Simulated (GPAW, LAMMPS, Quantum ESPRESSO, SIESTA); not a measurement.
# Running regrown after partial melting: C with 5 % Si on C sites, (111) (192 atoms) with GPAW, part 2 of 2

How do the settings of GPAW change the result for regrown after partial melting: C with 5 % Si on C sites, (111) (192 atoms)? A plane-wave run serves as the yardstick.

Program: GPAW 26.7.0; the method stands at each step. Banners, paths, timers and routine set-up lines are dropped from the logs unmarked, and long logs keep their key lines alone; longer cuts are marked.

So far. Step 4 (PBE, grid h 0.18 Å): Against the first run (6.8 %), the force difference from the reference is 2.3 %, at 1.4 times the CPU time. Step 5 (PBE, LCAO dzp, h 0.25 Å): Against the first run (6.8 %), the force difference from the reference is 7.2 %, at 0.80 times the CPU time.

**6. PBE, LCAO dzp, h 0.2 Å, other mixer settings**

Method: Kohn-Sham DFT, PBE, PAW, atomic orbitals (dzp).

run.py

```python
import numpy as np
from ase.io import read
from gpaw import GPAW, FermiDirac, Mixer
from ase.parallel import parprint as print

atoms = read("structure.xyz")
atoms.calc = GPAW(
    mode="lcao",
    basis="dzp",
    h=0.2,
    xc="PBE",
    kpts={"size": (1, 1, 1), "gamma": True},
    occupations=FermiDirac(0.05),
    mixer=Mixer(0.03, 7, 100),
    maxiter=200,
    symmetry={"point_group": False},
    txt="gpaw.txt",
)
energy = atoms.get_potential_energy(force_consistent=True)
forces = atoms.get_forces()
print(f"energy {energy:.6f} eV")
print("forces (eV/A)")
for i, (a, f) in enumerate(zip(atoms, forces)):
    print(f"{i:4d} {a.symbol:2s} {f[0]:10.5f} {f[1]:10.5f} {f[2]:10.5f}")
print(f"Fermi level {atoms.calc.get_fermi_level():.4f} eV")
for k in range(len(atoms.calc.get_ibz_k_points())):
    for s in range(atoms.calc.get_number_of_spins()):
        e = atoms.calc.get_eigenvalues(kpt=k, spin=s)
        n = np.searchsorted(e, atoms.calc.get_fermi_level())
        print(f"k {k} spin {s} levels about the Fermi level:", np.round(e[max(n - 6, 0):n], 4).tolist(), "|", np.round(e[n:n + 6], 4).tolist())
```

structure.xyz

```xyz
192
Lattice="10.08617 0.00000 0.00000 0.00000 8.73488 0.00000 0.00000 0.00000 12.77719" Properties=species:S:1:pos:R:3 pbc="T T T"
[... 192 atom lines left out: the same atoms as in the first run ...]
```

Started as:

```bash
$ OMP_NUM_THREADS=1 mpirun -np 4 gpaw python run.py > output.txt
```

Output:

```text
energy -1605.480249 eV
forces (eV/A)
   0 C     3.02516   -1.49784   -1.71663
   1 C    -2.19252   -1.60277    0.83993
   2 C     0.83508   -1.68271    0.81331
   3 C     0.82273   -2.29523    0.12014
   4 C     1.46499   -1.86837    0.34993
   5 C     1.23354   -0.63249   -0.22995
   6 C     1.17172    0.13949    1.73797
   7 C    -0.09615   -0.43224    0.65029
   8 C    -2.44058   -0.71302   -2.22925
   9 C    -1.01492   -0.41218    1.56309
  10 C     0.13082    0.10843   -1.42780
  11 C     0.68515   -1.01465    0.10807
  12 C     0.45036   -1.42619    0.64863
  13 C    -1.85139   -0.18142    0.85072
  14 C     0.46746   -1.32705   -0.33383
  15 C    -1.49344   -1.35422    0.00599
  16 C     0.99614    0.65497    0.83237
  17 C    -1.14794   -0.21903    0.21010
  18 C     0.63496   -1.90826   -0.07821
  19 C    -0.75025   -0.78528    0.64680
  20 C    -0.06428    1.23931   -1.51336
  21 C     2.39120   -2.20220    1.65061
  22 C     1.14100    1.23296   -1.12173
  23 C     0.82676    1.23537    2.08048
[...]
184 C     0.49334   -0.79922   -1.31430
 185 C    -1.96906    1.71238    0.61217
 186 C    -0.50973    0.45319   -0.95149
 187 C     1.23397   -1.59463   -1.08942
 188 C     0.97515   -2.32515    1.05556
 189 C     0.13434   -1.02299    0.88707
 190 Si    1.04524    3.77062    0.83413
 191 C    -0.08695    0.10385   -0.74998
Fermi level 13.2443 eV
k 0 spin 0 levels about the Fermi level: [11.8892, 12.1893, 12.342, 12.9533, 12.9784, 13.1868] | [13.3005, 13.539, 13.6834, 14.8766, 16.015, 16.1054]
```

gpaw.txt:

```text
Input parameters:
  mode=LCAO(),
  basis={'default': 'dzp'},
  h=0.2,
  kpts=MonkhorstPack(size=(1, 1, 1), gamma=True),
  maxiter=200,
  mixer=Pulay(name='pulay', nmaxold=7, beta=0.03, weight=100, sigma=0.015, g_ss=None),
  occupations=Occupations(name='fermi-dirac', width=0.05, fixmagmom=False),
  symmetry=Symmetry(point_group=False),
  xc=XC(name='PBE')
Unit cell  # Å
[... lines left out ...]
  Fermi-Dirac:
[... lines left out ...]
convergence criteria:
- Maximum [total energy] change in last 3 cyles: 0.0005 eV / valence electron
[... lines left out ...]
Converged in 24 steps
[... lines left out ...]
  Coulomb:       -1736.847347
  Zero:             19.870659
  External:          0.000000
  Xc:            -1884.572961
  Entropy:          -0.118031
  Spinorbit:         0.000000
  ----------------------------
  Free energy:   -1605.480249
  Extrapolated:  -1605.421234
dipole moment: (277.744108, 164.084875, 353.158987)  # |e|*Ang
Fermi level: 13.244
Eigenvalues  # (at kpt = [0.000, 0.000, 0.000])
| band index |      eig [eV] | occ [0-2] |
|------------|---------------|-----------|
|          0 |        -9.259 |     2.000 |
|        ... |               |           |
|        376 |        11.724 |     2.000 |
|        377 |        11.813 |     2.000 |
[...]
|        391 |        16.400 |     0.000 |
|        ... |               |           |
|        464 |        19.658 |     0.000 |
Gap: 0.114 eV
Transition (v -> c):
  (s=0, k=0, n=383, [0.00, 0.00, 0.00]) -> (s=0, k=0, n=384, [0.00, 0.00, 0.00])
No difference between direct/indirect transitions
Force computation time: 28.179  # s
```

It took 7.7 min on 4 MPI ranks of Arm Neoverse V2, shared host; peak memory 4.4 GiB; 31 min of CPU time.

Numbers from this run, and their distance from the reference:

```
r.m.s. force component                          : 1.443 eV/Å
r.m.s. difference of force components           : 95.18 meV/Å
longest difference of force vectors             : 502.8 meV/Å
force difference over r.m.s. force              : 6.883 %
slope of forces against the reference's         : 1.042
correlation of force components                 : 0.9987
energy less the same-level run's                : 0.0001 meV/atom
r.m.s. force difference from the same-level run : 3.764 meV/Å
```

Against the first run (6.8 %), the force difference from the reference is 6.9 %, at 1.4 times the CPU time: another solver or mixer reaches the same state.

**7. Side by side**

Differences are against the plane-wave reference, forces as r.m.s. over components; share is that over the reference's r.m.s. force, slope the least-squares factor from reference forces to these. Total energies of different programs have different zeros and aren't compared.

| run | Δ force, r.m.s. (meV/Å) | share (%) | slope | cores | CPU time | memory (GiB) |
| --- | --- | --- | --- | --- | --- | --- |
| reference | - | - | - | 4 | 22 min | 4.9 |
| GPAW PBE, LCAO dzp, h 0.2 Å | 94.2 | 6.81 | 1.042 | 4 | 22 min | 4.5 |
| GPAW PBE, LCAO szp(dzp), h 0.2 Å (coarse) | 245 | 17.7 | 1.073 | 2 | 9.5 min | 2.2 |
| GPAW PBE, grid h 0.18 Å | 31.5 | 2.28 | 1.006 | 4 | 32 min | 4.3 |
| GPAW PBE, LCAO dzp, h 0.25 Å (coarse) | 99.2 | 7.17 | 1.040 | 4 | 17 min | 3.9 |
| GPAW PBE, LCAO dzp, h 0.2 Å, other mixer settings | 95.2 | 6.88 | 1.042 | 4 | 31 min | 4.4 |

Rows marked coarse were listed beforehand as settings not expected to be converged; some can still land near the reference.

CPU time is summed over cores on a shared host, where runs went side by side, so it is rough. Symmetry, cutoffs, thresholds, outputs and thread counts weren't matched or tuned between programs; memory under MPI is the largest rank's times the ranks.

Within one program, basis, potentials and functional, energies share a zero. Each run against its twin at the usual cutoff or grid and solver:

| run | twin | Δ energy (meV/atom) | Δ force, r.m.s. (meV/Å) | CPU time over the twin's |
| --- | --- | --- | --- | --- |
| GPAW PBE, LCAO dzp, h 0.25 Å | LCAO dzp, h 0.2 Å | 151 | 35.2 | 0.80 |
| GPAW PBE, LCAO dzp, h 0.2 Å, other mixer settings | LCAO dzp, h 0.2 Å | 1.0e-4 | 3.76 | 1.4 |

**8. Outcome**

```json
{
 "nearest in forces": "GPAW PBE, grid h 0.18 Å, 2.3 %",
 "its CPU time": "32 min"
}
```

In words: PBE on plane waves or a grid with other potentials, cutoffs or grids, coarse settings apart, differs from the reference by 2.3 % (GPAW PBE, grid h 0.18 Å) of the r.m.s. force; this holds the reference's own error, so differences of a few per cent don't tell which side is nearer the exact PBE result. The PBE runs in local orbitals, coarse settings apart, differ by 6.8 % (GPAW PBE, LCAO dzp, h 0.2 Å) to 6.9 % (GPAW PBE, LCAO dzp, h 0.2 Å, other mixer settings); basis, grid and potentials can all enter. Runs with settings chosen to be coarse differ by 7.2 % (GPAW PBE, LCAO dzp, h 0.25 Å) to 18 % (GPAW PBE, LCAO szp(dzp), h 0.2 Å), their programs' other errors included. One electronic-structure run takes under half the reference's CPU time: GPAW PBE, LCAO szp(dzp), h 0.2 Å, at 18 % in 9.5 min against 22 min. The network of bonds at the start is that of the classical potential that made the cell, and needn't be the one that DFT or experiment would give. The reference's stress is far from hydrostatic: its diagonal is 42.6, 33.9, 6.5 GPa, compression counted positive. The electronic-structure runs sample only Γ, in a cell whose shortest periodic width is 9 Å, which is coarse for a cell with partly filled levels.

[Also dropped from logs without a mark: logging warnings of Python, and SIESTA's first energy breakdown and zero terms.]

[Logs are printed without paths, hosts, clocks, repeated set-up lines and the standing remarks that a program may print on its own settings, such as how far it seeks lower states.]

[Hosts, paths, dates, database ids (printed as entryN), source tags and the programs' standing remarks are cut or masked in the printed files.]
